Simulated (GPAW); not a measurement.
# O K ELNES/XANES of NbFeO4 (I-4m2) from DFT, part 3 of 3

How do site, polarisation and core hole shape the O K edge of NbFeO4 (I-4m2)?

GPAW 26.7.0; X-ray absorption from dipole matrix elements to empty bands, plane-wave PAW LDA+U.

So far. Step 7 (Spectrum with FCH, O atom 5): The hole costs E(hole) − E(ground) = 519.75 eV, and the lowest empty level of the hole cell on the spectrum's mesh lies at 4.82 eV, which puts the zero at 524.57 eV. Step 8 (Excitation energy, O atom 3): The total-energy difference is 524.60 eV.

## 11. Reference energy of the supercell

Input file scf.py:

```python
import numpy as np
from ase import Atoms
from ase.parallel import parprint, paropen
from gpaw import GPAW, PW, FermiDirac, Mixer, MixerDif, setup_paths
from gpaw.test import gen
setup_paths.insert(0, '.')
gen('O', name='nch1s', xcname='LDA', corehole=(1, 0, 0), write_xml=True)
from gpaw.mpi import world
world.barrier()

atoms = Atoms('Nb2Fe2O8',
    cell=[[3.91702196, -3.91702196, 0],
     [3.91702196, 3.91702196, 0],
     [-1.95851098, 1.95851098, 5.03653014]],
    scaled_positions=[[0.5, 0.25, 0.5],
     [0, 0.75, 0.5],
     [0, 0, 0],
     [0.5, 0.5, 0],
     [0.299371, 0.25, 0.098742],
     [0.799371, 0.75, 0.098742],
     [0.700629, 0.25, 0.901258],
     [0.200629, 0.75, 0.901258],
     [0.20996175, 0, 0.4199235],
     [0.70996175, 0.5, 0.4199235],
     [0.79003825, 0, 0.5800765],
     [0.29003825, 0.5, 0.5800765]],
    magmoms=[0.0, 0.0, 4.0, 4.0, 0.0, 0.0, 0.0, 0.0, 0.0, 0.0, 0.0, 0.0],
    pbc=True)
atoms.calc = calc = GPAW(legacy_gpaw=True, mode=PW(500, force_complex_dtype=True), xc='LDA', setups={'Fe': ':d,5.3', 4: 'nch1s'},
    kpts={'size': (1, 1, 1), 'gamma': True}, occupations=FermiDirac(0.02),
    charge=0, mixer=MixerDif(0.05, 8, 50), maxiter=150,
    convergence={'density': 0.0001, 'eigenstates': 1e-6}, txt='scf.txt')
energy = atoms.get_potential_energy() + calc.get_reference_energy()
ef = calc.get_fermi_level()
out = dict(energy=energy, fermi=ef, forces=atoms.get_forces().tolist(), magmoms=atoms.get_magnetic_moments().tolist())
parprint(f'all-electron energy {energy:.4f} eV, Fermi level {ef:.4f} eV')
ev = np.array([[calc.get_eigenvalues(k, s) for k in range(len(calc.get_ibz_k_points()))] for s in range(calc.get_number_of_spins())])
out['homo'], out['lumo'], out['counts'] = ev[ev < ef].max(), ev[ev > ef].min(), sorted(set((ev < ef).sum((0, 2)).tolist()))
out['filled'] = (ev[:, 0] < ef).sum(1).tolist()
import json
with paropen('out.json', 'w') as f:
    json.dump(out, f)
```

Run with:

```bash
$ OMP_NUM_THREADS=1 mpirun -n 4 gpaw python scf.py
```

The job ended after 9.6 s (4 MPI ranks of Intel Xeon 6975P-C (Granite Rapids), shared host; peak memory 0.24 GiB).

The run finished; it serves as a test, and its numbers are not taken as the result.

## 12. Spectrum with FCH, O atom 3

Another set-up is tried: k mesh of the field to 1×1×1.

Input file xas.py:

```python
import numpy as np
from ase import Atoms
from ase.parallel import parprint, paropen
from gpaw import GPAW, PW, FermiDirac, Mixer, MixerDif, setup_paths
from gpaw.test import gen
setup_paths.insert(0, '.')
gen('O', name='fch1s', xcname='LDA', corehole=(1, 0, 1), write_xml=True)
from gpaw.mpi import world
world.barrier()

atoms = Atoms('Nb2Fe2O8',
    cell=[[3.91702196, -3.91702196, 0],
     [3.91702196, 3.91702196, 0],
     [-1.95851098, 1.95851098, 5.03653014]],
    scaled_positions=[[0.5, 0.25, 0.5],
     [0, 0.75, 0.5],
     [0, 0, 0],
     [0.5, 0.5, 0],
     [0.299371, 0.25, 0.098742],
     [0.799371, 0.75, 0.098742],
     [0.700629, 0.25, 0.901258],
     [0.200629, 0.75, 0.901258],
     [0.20996175, 0, 0.4199235],
     [0.70996175, 0.5, 0.4199235],
     [0.79003825, 0, 0.5800765],
     [0.29003825, 0.5, 0.5800765]],
    magmoms=[0.0, 0.0, 4.0, 4.0, 0.0, 0.0, 0.0, 0.0, 0.0, 0.0, 0.0, 0.0],
    pbc=True)
atoms.calc = calc = GPAW(legacy_gpaw=True, mode=PW(500, force_complex_dtype=True), xc='LDA', setups={'Fe': ':d,5.3', 4: 'fch1s'},
    kpts={'size': (1, 1, 1), 'gamma': True}, occupations=FermiDirac(0.02),
    charge=0, mixer=MixerDif(0.05, 8, 50), maxiter=150,
    convergence={'density': 0.0001, 'eigenstates': 1e-6}, txt='scf.txt')
energy = atoms.get_potential_energy() + calc.get_reference_energy()
ef = calc.get_fermi_level()
out = dict(energy=energy, fermi=ef, forces=atoms.get_forces().tolist(), magmoms=atoms.get_magnetic_moments().tolist())
parprint(f'all-electron energy {energy:.4f} eV, Fermi level {ef:.4f} eV')
ev = np.array([[calc.get_eigenvalues(k, s) for k in range(len(calc.get_ibz_k_points()))] for s in range(calc.get_number_of_spins())])
out['homo'], out['lumo'], out['counts'] = ev[ev < ef].max(), ev[ev > ef].min(), sorted(set((ev < ef).sum((0, 2)).tolist()))
out['filled'] = (ev[:, 0] < ef).sum(1).tolist()

from ase.units import Ha
from gpaw.xas import dipole_matrix_elements
nb = int(calc.get_number_of_electrons() / 2) + 115
top, nb = nb, nb + 8 + nb // 12
nscf = calc.fixed_density(kpts={'size': (3, 3, 3), 'gamma': True}, nbands=nb,
    convergence={'bands': top, 'eigenstates': 5e-3}, maxiter=60, txt='nscf.txt')
cell = atoms.cell.array
ops = [cell.T @ U.T @ np.linalg.inv(cell.T) for U in nscf.wfs.kd.symmetry.op_scc]
filled = [50, 40]  # bands filled in the ground state, by spin
E = np.arange(-6, 34, 0.1)
fwhm = np.interp(E, [4, 25], [0.9, 3.5])
Y, X, zero, highest = 0, 0, 1e9, 1e9
for spin in range(nscf.get_number_of_spins()):
    wfs = nscf.wfs
    mine = wfs.bd.get_slice()  # this rank's bands
    A = dipole_matrix_elements(wfs.setups[4])
    eps = np.zeros((wfs.kd.nibzkpts, nb))
    d = np.zeros((3, A.shape[1], wfs.kd.nibzkpts, nb), complex)
    for kpt in wfs.kpt_u:
        if kpt.s == spin and 4 in kpt.P_ani:
            eps[kpt.k, mine] = kpt.eps_n * Ha
            d[:, :, kpt.k, mine] = (kpt.weight * wfs.nspins / 2) ** 0.5 * np.inner(A, kpt.P_ani[4])
    world.sum(eps)
    world.sum(d)
    T = np.einsum('amkn,bmkn->abkn', d, d.conj()).real
    T = sum(np.einsum('ai,ijkn,bj->abkn', R, T, R) for R in ops) / len(ops)
    empty = np.ones_like(eps, bool) & (np.arange(nb) >= filled[spin])
    zero, highest = min(zero, eps[empty].min()), min(highest, eps[:, top - 1].min())
    lines = [(eps, T, empty)] if spin == 0 else lines + [(eps, T, empty)]
for eps, T, empty in lines:
    f = np.einsum('aakn->akn', T).reshape(3, -1)
    x = eps.ravel() - zero
    w = np.interp(x, E, fwhm) / 2.35482
    g = np.exp(-0.5 * ((E[:, None] - x) / w) ** 2) / (w * (2 * np.pi) ** 0.5)
    Y = Y + (f * empty.ravel()) @ g.T
    X = X + (f * ~empty.ravel()) @ g.T
out.update(E=E.round(2).tolist(), xas=Y.tolist(), xes=X.tolist(), zero=zero, valid=highest - zero, nk=len(eps), nb=nb)
for i in range(0, len(E), 10):
    parprint(f'{E[i]:7.2f}', *(f'{v:10.3e}' for v in Y[:, i]))
import json
with paropen('out.json', 'w') as f:
    json.dump(out, f)
```

Run with:

```bash
$ OMP_NUM_THREADS=1 mpirun -n 4 gpaw python xas.py
```

Wall time 53 s (4 MPI ranks); peak memory 0.51 GiB; 3.6 min of CPU time.

The run finished. A setting was moved off its sound value on purpose, so it serves as a test and not as the result.

The fault put into the input: the field is made at the zone centre alone.

Against the first run the r.m.s. difference is 10 %. The highest intensity below 16 eV goes from 9.1 eV (1.86) to 9.4 eV (1.85).

| E (eV) | first run | this run |
| --- | --- | --- |
| -2.0 | 0.00 | 0.00 |
| -0.5 | 0.00 | 0.00 |
| 1.0 | 1.25 | 0.91 |
| 2.5 | 0.81 | 1.07 |
| 4.0 | 0.10 | 0.08 |
| 5.5 | 1.34 | 1.35 |
| 7.0 | 1.15 | 0.97 |
| 8.5 | 1.65 | 1.55 |
| 10.0 | 1.47 | 1.64 |
| 11.5 | 1.15 | 1.17 |
| 13.0 | 1.23 | 1.26 |
| 14.5 | 1.00 | 1.06 |
| 16.0 | 0.72 | 0.76 |
| 17.5 | 0.66 | 0.65 |
| 19.0 | 0.77 | 0.76 |
| 20.5 | 0.85 | 0.85 |
| 22.0 | 0.77 | 0.79 |
| 23.5 | 0.62 | 0.64 |
| 25.0 | 0.59 | 0.58 |
| 26.5 | 0.71 | 0.69 |
| 28.0 | 0.87 | 0.85 |
| 29.5 | 0.99 | 0.98 |
| 31.0 | 1.12 | 1.10 |

## 13. What the core hole does

Both curves are counted from their own zero, so only the shift of weight within the empty states shows.

| E (eV) | no hole | FCH |
| --- | --- | --- |
| -2.0 | 0.00 | 0.00 |
| -1.0 | 0.00 | 0.00 |
| 0.0 | 0.00 | 0.03 |
| 1.0 | 0.41 | 1.25 |
| 2.0 | 2.46 | 1.30 |
| 3.0 | 1.36 | 0.33 |
| 4.0 | 0.11 | 0.10 |
| 5.0 | 0.28 | 1.15 |
| 6.0 | 1.13 | 1.07 |
| 7.0 | 0.95 | 1.15 |
| 8.0 | 1.16 | 1.46 |
| 9.0 | 1.48 | 1.85 |
| 10.0 | 1.34 | 1.47 |
| 11.0 | 1.22 | 1.14 |
| 12.0 | 1.23 | 1.20 |
| 13.0 | 1.32 | 1.23 |
| 14.0 | 1.24 | 1.10 |
| 15.0 | 1.02 | 0.90 |
| 16.0 | 0.80 | 0.72 |
| 17.0 | 0.67 | 0.64 |
| 18.0 | 0.68 | 0.69 |
| 19.0 | 0.73 | 0.77 |
| 20.0 | 0.77 | 0.84 |
| 21.0 | 0.77 | 0.84 |
| 22.0 | 0.71 | 0.77 |
| 23.0 | 0.62 | 0.66 |
| 24.0 | 0.53 | 0.59 |
| 25.0 | 0.48 | 0.59 |
| 26.0 | 0.50 | 0.66 |
| 27.0 | 0.55 | 0.77 |
| 28.0 | 0.62 | 0.87 |
| 29.0 | 0.70 | 0.95 |
| 30.0 | 0.78 | 1.04 |
| 31.0 | 0.86 | 1.12 |
| 32.0 | 0.91 | 1.14 |

With each curve scaled to its own mean, the area from −2 to 6 eV with the hole is 4.7 against 5.1, and the centre of weight from −1 to 20 eV moves by +0.1 eV (first and strongest maxima below 20 eV: 2.2 eV (2.57), 9.0 eV (1.48) and 13.2 eV (1.33) without the hole, 1.4 eV (1.66), 5.4 eV (1.36) and 9.1 eV (1.86) with it); the shape changes all the same, by 38 % r.m.s.

## 14. The sites side by side

| atom | surroundings | onset shift (eV) | energy of the highest intensity below 16 eV |
| --- | --- | --- | --- |
| 3 | 2 Fe at 2.02 Å and 1 Nb at 2.02 Å (distorted T-shaped, site symmetry 2mm) | +0.00 | 9.1 |
| 5 | 2 Nb at 2.00 Å and 1 Fe at 2.11 Å (distorted T-shaped, site symmetry 2mm) | +0.44 | 5.8 |

On one energy scale, from the first site's zero:

| E (eV) | atom 3 | atom 5 |
| --- | --- | --- |
| -2.0 | 0.00 | 0.00 |
| -1.0 | 0.00 | 0.00 |
| 0.0 | 0.03 | 0.00 |
| 1.0 | 1.25 | 0.26 |
| 2.0 | 1.30 | 1.55 |
| 3.0 | 0.33 | 1.26 |
| 4.0 | 0.10 | 0.19 |
| 5.0 | 1.15 | 0.98 |
| 6.0 | 1.07 | 2.04 |
| 7.0 | 1.15 | 1.22 |
| 8.0 | 1.46 | 0.81 |
| 9.0 | 1.85 | 1.22 |
| 10.0 | 1.47 | 1.24 |
| 11.0 | 1.14 | 1.03 |
| 12.0 | 1.20 | 1.07 |
| 13.0 | 1.23 | 1.41 |
| 14.0 | 1.10 | 1.49 |
| 15.0 | 0.90 | 1.01 |
| 16.0 | 0.72 | 0.64 |
| 17.0 | 0.64 | 0.48 |
| 18.0 | 0.69 | 0.51 |
| 19.0 | 0.77 | 0.67 |
| 20.0 | 0.84 | 0.84 |
| 21.0 | 0.84 | 0.94 |
| 22.0 | 0.77 | 0.94 |
| 23.0 | 0.66 | 0.84 |
| 24.0 | 0.59 | 0.73 |
| 25.0 | 0.59 | 0.67 |
| 26.0 | 0.66 | 0.67 |
| 27.0 | 0.77 | 0.71 |
| 28.0 | 0.87 | 0.78 |
| 29.0 | 0.95 | 0.88 |
| 30.0 | 1.04 | 0.97 |
| 31.0 | 1.12 | 1.03 |
| 32.0 | 1.14 | 1.05 |

## 15. Summary of results

| Quantity | Value |
| --- | --- |
| absorber and edge | O K, atom 3 of the ground-state input (counted from 1) |
| surroundings | 2 Fe at 2.02 Å and 1 Nb at 2.02 Å (distorted T-shaped, site symmetry 2mm) |
| highest intensity below 16 eV | 9.1 eV above the zero, height 1.86 |
| photon energy of the zero (spin-polarised hole, raw) | 524.1 eV (LDA puts this hole about 4 eV below PBE, itself good to a few eV) |

In words: The O K edge of atom 3, with 2 Fe at 2.02 Å and 1 Nb at 2.02 Å (distorted T-shaped, site symmetry 2mm), has its highest intensity of the first 16 eV at 9.1 eV above the zero, near 533 eV in photon energy (LDA puts this hole about 4 eV below PBE, itself good to a few eV), 1.9 times the mean level of the first 20 eV (Gaussian full width 0.9 eV up to 4 eV, rising linearly to 3.5 eV at 25 eV). The O K spectra of the 2 sites differ in shape by up to 30 % r.m.s. after the best shift, and their zeros spread over 0.44 eV. With each curve scaled to its own mean, the area from −2 to 6 eV with the hole is 4.7 against 5.1, and the centre of weight from −1 to 20 eV moves by +0.1 eV (first and strongest maxima below 20 eV: 2.2 eV (2.57), 9.0 eV (1.48) and 13.2 eV (1.33) without the hole, 1.4 eV (1.66), 5.4 eV (1.36) and 9.1 eV (1.86) with it); the shape changes all the same, by 38 % r.m.s. The neutral-cell energy lies +0.5 eV from the charged-cell zero, a gap made of the charged-cell error and of where the added electron settles. A cell with holes 3.9 Å apart changes the curve by 11 % r.m.s. (11 % after the best shift). At the O K edge of atom 3 polarisation matters most near 5.3 eV, where the curves differ by 3.1 on this scale. The hole lies in one spin channel, while the script sums the empty states of both and takes the lower zero; where the two channels are split, this blurs and shifts the curve. The spins start ferromagnetically in a simple order, which needn't be the measured one; gap and edge can depend on it. The holes are only 5.5 Å apart, so the shape is probably not converged with cell size; no larger cell was run here. The mesh is coarse (0.43 Å⁻¹ between points), so small maxima may be mesh ripples. Lifetime broadening is put in by hand, and intensities beyond about 20 eV depend on it and on the partial waves; weight that the partial waves miss at high energy is lost. The structure is a computed Materials Project entry and may be a hypothetical form.

[Logs are printed without paths, hosts, clocks, repeated set-up lines and the standing remarks that a program may print on its own settings, such as how far it seeks lower states.]

[Hosts, paths, dates, database ids (printed as entryN), source tags and the programs' standing remarks are cut or masked in the printed files.]

[Lists of maxima count a maximum above −3 eV only where it reaches 4 % of the highest in the window and stands out from its surroundings by 2 % of it (1.5 % where it reaches 55 %); shoulders and weaker maxima are passed over, and of the rest the first, up to two pre-edge ones and the few strongest are named.]
